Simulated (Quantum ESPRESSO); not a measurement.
# MnH2O2 (Pyrochroite): which magnetic order is lowest

Does MnH2O2 (Pyrochroite) prefer parallel or opposed moments, or none?

Calculated with Quantum ESPRESSO 7.5; LDA; plane waves with GBRV 1.5 LDA potentials, no spin-orbit coupling.

**1. The structure**

It takes space group P-3m1 (No. 164, trigonal). Conventional cell: a = 3.250 Å, b = 3.250 Å, c = 4.480 Å, α = 90.00°, β = 90.00°, γ = 120.00°. Nearest to Mn lie 6 O at 2.13 Å. H has 1 O at 0.99 Å nearest. O has 1 H at 0.99 Å and 3 Mn at 2.13 Å nearest. Farther neighbours and most contacts between anions are not listed.

As a file:

```cif
data_structure
_symmetry_space_group_name_H-M 'P 1'
_symmetry_Int_Tables_number 1
_cell_length_a 3.2500
_cell_length_b 3.2500
_cell_length_c 4.4800
_cell_angle_alpha 90.000
_cell_angle_beta 90.000
_cell_angle_gamma 120.000
_cell_volume 40.98
loop_
_atom_site_label
_atom_site_type_symbol
_atom_site_fract_x
_atom_site_fract_y
_atom_site_fract_z
_atom_site_occupancy
Mn1 Mn 0.00000 0.00000 0.00000 1
H2 H 0.33333 0.66667 0.44600 1
H3 H 0.66667 0.33333 0.55400 1
O4 O 0.33333 0.66667 0.22600 1
O5 O 0.66667 0.33333 0.77400 1
```

The cell comes from the Crystallography Open Database.

**2. Run 1 (ferro +)**

The signs are those of the starting moments on the seeded atoms, the atoms that are given a moment.

Input file pw.in:

```
&CONTROL
  calculation = 'scf'
  prefix = 'pwscf'
  outdir = './tmp'
  pseudo_dir = './pseudo'
  disk_io = 'nowf'
/
&SYSTEM
  ibrav = 0
  celldm(1) = 8
  nat = 5
  ntyp = 3
  ecutwfc = 40
  ecutrho = 280
  nbnd = 25
  occupations = 'smearing'
  smearing = 'fd'
  degauss = 0.00367493
  nspin = 2
  starting_magnetization(1) = 0.3
  starting_magnetization(2) = 0
  starting_magnetization(3) = 0
/
&ELECTRONS
  conv_thr = 1d-08
  electron_maxstep = 150
  mixing_beta = 0.3
/
ATOMIC_SPECIES
Mn     54.9380 mn_lda_v1.5.uspp.F.UPF
H       1.0080 h_lda_v1.4.uspp.F.UPF
O      15.9990 o_lda_v1.2.uspp.F.UPF
CELL_PARAMETERS alat
   0.7677012381292    0.0000000000000    0.0000000000000
  -0.3838506190646    0.6648487747368    0.0000000000000
   0.0000000000000    0.0000000000000    1.0582466297904
ATOMIC_POSITIONS crystal
Mn      0.0000000000    0.0000000000    0.0000000000
H       0.3333333333    0.6666666667    0.4460000000
H       0.6666666667    0.3333333333    0.5540000000
O       0.3333333333    0.6666666667    0.2260000000
O       0.6666666667    0.3333333333    0.7740000000
K_POINTS automatic
8 8 4 0 0 0
```

Command:

```console
$ OMP_NUM_THREADS=1 mpirun -n 4 pw.x -nk 4 -in pw.in > pw.out
```

Log:

```text
Program PWSCF v.7.5 starts

     Message from routine setup:
     using ibrav=0 with symmetry is DISCOURAGED, use correct ibrav instead

     K-points division:     npool     =       4
     Subspace diagonalization in iterative solution of the eigenvalue problem:

     G-vector sticks info
     --------------------
     sticks:   dense  smooth     PW     G-vecs:    dense   smooth      PW
     Sum         733     421    121                21873     9455    1639

     Using Slab Decomposition

     bravais-lattice index     =            0
     lattice parameter (alat)  =       8.0000  a.u.
     unit-cell volume          =     276.5489 (a.u.)^3
     number of atoms/cell      =            5
     number of atomic types    =            3
     number of electrons       =        29.00
     number of Kohn-Sham states=           25
     kinetic-energy cutoff     =      40.0000  Ry
     charge density cutoff     =     280.0000  Ry
     scf convergence threshold =      1.0E-08
     mixing beta               =       0.3000
     number of iterations used =            8  plain     mixing
     Exchange-correlation= SLA  PZ   NOGX NOGC
                           (   1   1   0   0   0   0   0)

     celldm(1)=   8.000000  celldm(2)=   0.000000  celldm(3)=   0.000000
     celldm(4)=   0.000000  celldm(5)=   0.000000  celldm(6)=   0.000000

     crystal axes: (cart. coord. in units of alat)
               a(1) = (   0.767701   0.000000   0.000000 )
               a(2) = (  -0.383851   0.664849   0.000000 )
               a(3) = (   0.000000   0.000000   1.058247 )

     reciprocal axes: (cart. coord. in units 2 pi/alat)
               b(1) = (  1.302590  0.752051 -0.000000 )
               b(2) = (  0.000000  1.504101  0.000000 )
               b(3) = (  0.000000 -0.000000  0.944959 )

     PseudoPot. # 1 for Mn read from file:
     mn_lda_v1.5.uspp.F.UPF
     Pseudo is Ultrasoft + core correction, Zval = 15.0
     Generated by new atomic code, or converted to UPF format
     Using radial grid of  859 points,  6 beta functions with:
                l(1) =   0
                l(2) =   0
                l(3) =   1
                l(4) =   1
                l(5) =   2
                l(6) =   2
     Q(r) pseudized with  8 coefficients,  rinner =    0.950   0.950   0.950
                                                       0.950   0.950

     PseudoPot. # 2 for H  read from file:
     h_lda_v1.4.uspp.F.UPF
     Pseudo is Ultrasoft, Zval =  1.0
     Generated by new atomic code, or converted to UPF format
     Using radial grid of  615 points,  2 beta functions with:
                l(1) =   0
                l(2) =   0
     Q(r) pseudized with  8 coefficients,  rinner =    0.700

     PseudoPot. # 3 for O  read from file:
     o_lda_v1.2.uspp.F.UPF
     Pseudo is Ultrasoft + core correction, Zval =  6.0
     Generated by new atomic code, or converted to UPF format
     Using radial grid of  737 points,  5 beta functions with:
                l(1) =   0
                l(2) =   0
                l(3) =   1
                l(4) =   1
                l(5) =   2
     Q(r) pseudized with  8 coefficients,  rinner =    0.900   0.900   0.900
                                                       0.900   0.900

     atomic species   valence    mass     pseudopotential
     Mn               15.00    54.93800     Mn( 1.00)
     H                 1.00     1.00800     H ( 1.00)
     O                 6.00    15.99900     O ( 1.00)

     Starting magnetic structure
     atomic species   magnetization
     Mn              0.300
     H               0.000
     O               0.000

     12 Sym. Ops., with inversion, found

   Cartesian axes

     site n.     atom                  positions (alat units)
         1        Mn     tau(   1) = (   0.0000000   0.0000000   0.0000000  )
         2        H      tau(   2) = (  -0.0000000   0.4432325   0.4719780  )
         3        H      tau(   3) = (   0.3838506   0.2216163   0.5862686  )
         4        O      tau(   4) = (  -0.0000000   0.4432325   0.2391637  )
         5        O      tau(   5) = (   0.3838506   0.2216163   0.8190829  )

     number of k points=    35  Fermi-Dirac smearing, width (Ry)=  0.0037
                       cart. coord. in units 2pi/alat
        k(    1) = (   0.0000000   0.0000000   0.0000000), wk =   0.0039062
        k(    2) = (   0.0000000   0.0000000   0.2362398), wk =   0.0078125
        k(    3) = (   0.0000000   0.0000000  -0.4724797), wk =   0.0039062
        k(    4) = (   0.0000000   0.1880127   0.0000000), wk =   0.0234375
        k(    5) = (   0.0000000   0.1880127   0.2362398), wk =   0.0234375
        [... 30 further k-points ...]

     Dense  grid:    21873 G-vectors     FFT dimensions: (  36,  36,  45)

     Smooth grid:     9455 G-vectors     FFT dimensions: (  25,  25,  36)

     Check: negative core charge=   -0.000036
     Generating pointlists ...
     new r_m :   0.2078 (alat units)  1.6620 (a.u.) for type    1
     new r_m :   0.0960 (alat units)  0.7683 (a.u.) for type    2
     new r_m :   0.0960 (alat units)  0.7683 (a.u.) for type    3

     Initial potential from superposition of free atoms

     starting charge      28.4999, renormalised to      29.0000
     Starting wfcs are   23 randomized atomic wfcs +    2 random wfcs

     Self-consistent Calculation

     iteration #  1     ecut=    40.00 Ry     beta= 0.30
     Davidson diagonalization with overlap
     ethr =  1.00E-02,  avg # of iterations =  5.0

     total energy              =    -278.01797296 Ry
     estimated scf accuracy    <       0.65975299 Ry

     total magnetization       =     4.94 Bohr mag/cell
     absolute magnetization    =     4.94 Bohr mag/cell

     iteration #  2     ecut=    40.00 Ry     beta= 0.30
     Davidson diagonalization with overlap
     ethr =  2.28E-03,  avg # of iterations =  1.6

     total energy              =    -278.13011021 Ry
     estimated scf accuracy    <       0.04942266 Ry

     total magnetization       =     5.00 Bohr mag/cell
     absolute magnetization    =     5.00 Bohr mag/cell

     iteration #  3     ecut=    40.00 Ry     beta= 0.30
     Davidson diagonalization with overlap
     ethr =  1.70E-04,  avg # of iterations =  1.9

     negative rho (up, down):  0.000E+00 9.341E-05

     total energy              =    -278.13233040 Ry
     estimated scf accuracy    <       0.01830978 Ry

     total magnetization       =     5.00 Bohr mag/cell
     absolute magnetization    =     5.00 Bohr mag/cell

     [... further iterations left out ...]

     iteration #  8     ecut=    40.00 Ry     beta= 0.30
     Davidson diagonalization with overlap
     ethr =  2.33E-08,  avg # of iterations =  1.5

     negative rho (up, down):  0.000E+00 4.546E-04

     total energy              =    -278.13308080 Ry
     estimated scf accuracy    <       0.00000060 Ry

     total magnetization       =     5.00 Bohr mag/cell
     absolute magnetization    =     5.00 Bohr mag/cell

     iteration #  9     ecut=    40.00 Ry     beta= 0.30
     Davidson diagonalization with overlap
     ethr =  2.09E-09,  avg # of iterations =  2.1

     negative rho (up, down):  0.000E+00 4.538E-04

     total energy              =    -278.13308099 Ry
     estimated scf accuracy    <       0.00000011 Ry

     total magnetization       =     5.00 Bohr mag/cell
     absolute magnetization    =     5.00 Bohr mag/cell

     iteration # 10     ecut=    40.00 Ry     beta= 0.30
     Davidson diagonalization with overlap
     ethr =  3.96E-10,  avg # of iterations =  2.1

     negative rho (up, down):  0.000E+00 4.537E-04

     total energy              =    -278.13308103 Ry
     estimated scf accuracy    <       0.00000009 Ry

     total magnetization       =     5.00 Bohr mag/cell
     absolute magnetization    =     5.00 Bohr mag/cell

     iteration # 11     ecut=    40.00 Ry     beta= 0.30
     Davidson diagonalization with overlap
     ethr =  3.21E-10,  avg # of iterations =  1.5

     negative rho (up, down):  0.000E+00 4.535E-04

     Magnetic moment per site  (integrated on atomic sphere of radius R)
     atom   1 (R=0.208)  charge= 12.4325  magn=  4.0829
     atom   2 (R=0.096)  charge=  0.3914  magn=  0.0053
     atom   3 (R=0.096)  charge=  0.3914  magn=  0.0053
     atom   4 (R=0.096)  charge=  2.0110  magn=  0.0592
     atom   5 (R=0.096)  charge=  2.0110  magn=  0.0592

     End of self-consistent calculation

     [... lines left out ...]
     the Fermi energy is     8.8421 ev

!    total energy              =    -278.13308104 Ry
     estimated scf accuracy    <          1.7E-09 Ry
     smearing contrib. (-TS)   =      -0.00005340 Ry
     internal energy E=F+TS    =    -278.13302765 Ry

     The total energy is F=E-TS. E is the sum of the following terms:
     one-electron contribution =    -171.90586625 Ry
     hartree contribution      =      98.28913274 Ry
     xc contribution           =     -42.29842890 Ry
     ewald contribution        =    -162.21786524 Ry

     total magnetization       =     5.00 Bohr mag/cell
     absolute magnetization    =     5.00 Bohr mag/cell

     convergence has been achieved in  11 iterations

=------------------------------------------------------------------------------=
   JOB DONE.
=------------------------------------------------------------------------------=
```

Wall time 7.5 s (4 MPI ranks of Arm Neoverse V2, shared host); peak memory 0.33 GiB.

Spin moment in the atom's sphere by atom:

| atom | spin moment in the atom's sphere (μB) |
| --- | --- |
| Mn1 | 4.08 |
| H2 | 0.01 |
| H3 | 0.01 |
| O4 | 0.06 |
| O5 | 0.06 |

Read from the output:

```yaml
smearing_term_ts: 7.27e-4 eV
magnetization: 5 μB
absolute_magnetization: 5 μB
final_state: ferromagnetic
```

**3. Run 2, typed as antiferro q=(0,1/2,1/2) +−**

The cell is doubled to 10 atoms to hold this order. The wavevector q is in fractions of the reciprocal vectors of the crystal's primitive cell, as the cells of these inputs are built from it; moments change sign between cells as cos(2π q·R).

Input file pw.in:

```
&CONTROL
  calculation = 'scf'
  prefix = 'pwscf'
  outdir = './tmp'
  pseudo_dir = './pseudo'
  disk_io = 'nowf'
/
&SYSTEM
  ibrav = 0
  celldm(1) = 8
  nat = 10
  ntyp = 4
  ecutwfc = 40
  ecutrho = 280
  nbnd = 41
  occupations = 'smearing'
  smearing = 'fd'
  degauss = 0.00367493
  nspin = 2
  starting_magnetization(1) = 0.3
  starting_magnetization(2) = -0.3
  starting_magnetization(3) = 0
  starting_magnetization(4) = 0
/
&ELECTRONS
  conv_thr = 2d-08
  electron_maxstep = 150
  mixing_beta = 0.3
/
ATOMIC_SPECIES
Mn1    54.9380 mn_lda_v1.5.uspp.F.UPF
Mn2    54.9380 mn_lda_v1.5.uspp.F.UPF
H       1.0080 h_lda_v1.4.uspp.F.UPF
O      15.9990 o_lda_v1.2.uspp.F.UPF
CELL_PARAMETERS alat
   0.7677012381292    0.0000000000000    0.0000000000000
  -0.7677012381292    1.3296975494736    0.0000000000000
  -0.3838506190646    0.6648487747368    1.0582466297904
ATOMIC_POSITIONS crystal
Mn1     0.0000000000    0.0000000000    0.0000000000
Mn2     0.0000000000    0.5000000000    0.0000000000
H       0.3333333333    0.1103333333    0.4460000000
H       0.3333333333    0.6103333333    0.4460000000
H       0.6666666667    0.8896666666    0.5540000000
H       0.6666666667    0.3896666666    0.5540000000
O       0.3333333333    0.2203333334    0.2260000000
O       0.3333333333    0.7203333333    0.2260000000
O       0.6666666667    0.7796666666    0.7740000000
O       0.6666666667    0.2796666666    0.7740000000
K_POINTS automatic
8 4 4 0 0 0
```

Log:

```text
[banner, memory and clock lines left out]
Program PWSCF v.7.5 starts

     Message from routine setup:
     using ibrav=0 with symmetry is DISCOURAGED, use correct ibrav instead

     bravais-lattice index     =            0
     lattice parameter (alat)  =       8.0000  a.u.
     unit-cell volume          =     553.0978 (a.u.)^3
     number of atoms/cell      =           10
     number of atomic types    =            4
     number of electrons       =        58.00
     number of Kohn-Sham states=           41
     kinetic-energy cutoff     =      40.0000  Ry
     charge density cutoff     =     280.0000  Ry
     scf convergence threshold =      2.0E-08
     mixing beta               =       0.3000
     number of iterations used =            8  plain     mixing
     Exchange-correlation= SLA  PZ   NOGX NOGC
                           (   1   1   0   0   0   0   0)

     celldm(1)=   8.000000  celldm(2)=   0.000000  celldm(3)=   0.000000
     celldm(4)=   0.000000  celldm(5)=   0.000000  celldm(6)=   0.000000

     crystal axes: (cart. coord. in units of alat)
               a(1) = (   0.767701   0.000000   0.000000 )
               a(2) = (  -0.767701   1.329698   0.000000 )
               a(3) = (  -0.383851   0.664849   1.058247 )

     reciprocal axes: (cart. coord. in units 2 pi/alat)
               b(1) = (  1.302590  0.752051  0.000000 )
               b(2) = (  0.000000  0.752051 -0.472480 )
               b(3) = (  0.000000 -0.000000  0.944959 )

     PseudoPot. # 1 for Mn read from file:
     mn_lda_v1.5.uspp.F.UPF
     Pseudo is Ultrasoft + core correction, Zval = 15.0

     PseudoPot. # 2 for Mn read from file:
     mn_lda_v1.5.uspp.F.UPF
     Pseudo is Ultrasoft + core correction, Zval = 15.0

     PseudoPot. # 3 for H  read from file:
     h_lda_v1.4.uspp.F.UPF
     Pseudo is Ultrasoft, Zval =  1.0

     PseudoPot. # 4 for O  read from file:
     o_lda_v1.2.uspp.F.UPF
     Pseudo is Ultrasoft + core correction, Zval =  6.0

     atomic species   valence    mass     pseudopotential
     Mn1              15.00    54.93800     Mn( 1.00)
     Mn2              15.00    54.93800     Mn( 1.00)
     H                 1.00     1.00800     H ( 1.00)
     O                 6.00    15.99900     O ( 1.00)

     Starting magnetic structure
     atomic species   magnetization
     Mn1             0.300
     Mn2            -0.300
     H               0.000
     O               0.000

      4 Sym. Ops., with inversion, found

   Cartesian axes

     site n.     atom                  positions (alat units)
         1        Mn1    tau(   1) = (   0.0000000   0.0000000   0.0000000  )
         2        Mn2    tau(   2) = (  -0.3838506   0.6648488   0.0000000  )
         3        H      tau(   3) = (  -0.0000000   0.4432325   0.4719780  )
         4        H      tau(   4) = (  -0.3838506   1.1080813   0.4719780  )
         5        H      tau(   5) = (  -0.3838506   1.5513138   0.5862686  )
         6        H      tau(   6) = (   0.0000000   0.8864650   0.5862686  )
         7        O      tau(   7) = (  -0.0000000   0.4432325   0.2391637  )
         8        O      tau(   8) = (  -0.3838506   1.1080813   0.2391637  )
         9        O      tau(   9) = (  -0.3838506   1.5513138   0.8190829  )
        10        O      tau(  10) = (   0.0000000   0.8864650   0.8190829  )

     number of k points=    56  Fermi-Dirac smearing, width (Ry)=  0.0037
                       cart. coord. in units 2pi/alat
        k(    1) = (   0.0000000   0.0000000   0.0000000), wk =   0.0078125
        k(    2) = (   0.0000000   0.0000000   0.2362398), wk =   0.0156250
        k(    3) = (   0.0000000   0.0000000  -0.4724797), wk =   0.0078125
        k(    4) = (   0.0000000   0.1880127  -0.1181199), wk =   0.0156250
        k(    5) = (   0.0000000   0.1880127  -0.5905996), wk =   0.0156250
        [... 51 further k-points ...]

     Dense  grid:    43745 G-vectors     FFT dimensions: (  36,  72,  60)

     Smooth grid:    18911 G-vectors     FFT dimensions: (  25,  50,  45)

     Check: negative core charge=   -0.000036
     Generating pointlists ...
     new r_m :   0.2078 (alat units)  1.6620 (a.u.) for type    1
     new r_m :   0.2078 (alat units)  1.6620 (a.u.) for type    2
     new r_m :   0.0960 (alat units)  0.7683 (a.u.) for type    3
     new r_m :   0.0960 (alat units)  0.7683 (a.u.) for type    4

     Initial potential from superposition of free atoms

     starting charge      56.9998, renormalised to      58.0000
     Starting wfcs are   46 randomized atomic wfcs

     Self-consistent Calculation

     iteration #  1     ecut=    40.00 Ry     beta= 0.30
     Davidson diagonalization with overlap
     ethr =  1.00E-02,  avg # of iterations =  3.3

     total energy              =    -556.03388141 Ry
     estimated scf accuracy    <       1.33002044 Ry

     total magnetization       =    -0.00 Bohr mag/cell
     absolute magnetization    =     9.28 Bohr mag/cell

     iteration #  2     ecut=    40.00 Ry     beta= 0.30
     Davidson diagonalization with overlap
     ethr =  2.29E-03,  avg # of iterations =  2.0

     total energy              =    -556.26868829 Ry
     estimated scf accuracy    <       0.09366532 Ry

     total magnetization       =    -0.00 Bohr mag/cell
     absolute magnetization    =     9.33 Bohr mag/cell

     [... further iterations left out ...]

     iteration # 10     ecut=    40.00 Ry     beta= 0.30
     Davidson diagonalization with overlap
     ethr =  1.72E-10,  avg # of iterations =  3.2

     negative rho (up, down):  3.245E-04 3.245E-04

     total energy              =    -556.27287638 Ry
     estimated scf accuracy    <       0.00000006 Ry

     total magnetization       =    -0.00 Bohr mag/cell
     absolute magnetization    =     9.40 Bohr mag/cell

     iteration # 11     ecut=    40.00 Ry     beta= 0.30
     Davidson diagonalization with overlap
     ethr =  1.03E-10,  avg # of iterations =  2.0

     negative rho (up, down):  3.243E-04 3.243E-04

     Magnetic moment per site  (integrated on atomic sphere of radius R)
     atom   1 (R=0.208)  charge= 12.4319  magn=  4.0373
     atom   2 (R=0.208)  charge= 12.4319  magn= -4.0373
     atom   3 (R=0.096)  charge=  0.3899  magn= -0.0018
     atom   4 (R=0.096)  charge=  0.3899  magn=  0.0018
     atom   5 (R=0.096)  charge=  0.3899  magn= -0.0018
     atom   6 (R=0.096)  charge=  0.3899  magn=  0.0018
     atom   7 (R=0.096)  charge=  2.0096  magn= -0.0202
     atom   8 (R=0.096)  charge=  2.0096  magn=  0.0202
     atom   9 (R=0.096)  charge=  2.0096  magn= -0.0202
     atom  10 (R=0.096)  charge=  2.0096  magn=  0.0202

     End of self-consistent calculation

     Number of k-points >= 100: set verbosity='high' to print the bands.

     the Fermi energy is     8.8020 ev

!    total energy              =    -556.27287639 Ry
     estimated scf accuracy    <       0.00000001 Ry
     smearing contrib. (-TS)   =      -0.00003147 Ry
     internal energy E=F+TS    =    -556.27284492 Ry

     The total energy is F=E-TS. E is the sum of the following terms:
     one-electron contribution =    -343.78316966 Ry
     hartree contribution      =     196.50760445 Ry
     xc contribution           =     -84.56154923 Ry
     ewald contribution        =    -324.43573048 Ry

     total magnetization       =     0.00 Bohr mag/cell
     absolute magnetization    =     9.40 Bohr mag/cell

     convergence has been achieved in  11 iterations
```

Run time: 50 s. Hardware: 4 MPI ranks; peak memory 0.62 GiB; 3.3 min of CPU time.

Spin moment in the atom's sphere by atom:

| atom | spin moment in the atom's sphere (μB) |
| --- | --- |
| Mn1 | 4.04 |
| Mn2 | -4.04 |
| H3 | 0.00 |
| H4 | 0.00 |
| H5 | 0.00 |
| H6 | 0.00 |
| O7 | -0.02 |
| O8 | 0.02 |
| O9 | -0.02 |
| O10 | 0.02 |

This step gave:

* smearing term TS: 4.28e-4 eV
* magnetization: 0 μB
* absolute magnetization: 9.396 μB
* final state: antiferromagnetic

[end of part 1 of 2]

[Logs and program files are shortened in this print: banners, set-up blocks, solver, clock and traceback lines can be left out without a mark of their own.]

[Logs are printed without paths, hosts, clocks, repeated set-up lines and the standing remarks that a program may print on its own settings, such as how far it seeks lower states.]

[Hosts, paths, dates, database ids (printed as entryN), source tags and the programs' standing remarks are cut or masked in the printed files.]

[Where a cell is said to come from a database of computed structures, the database is the Materials Project.]
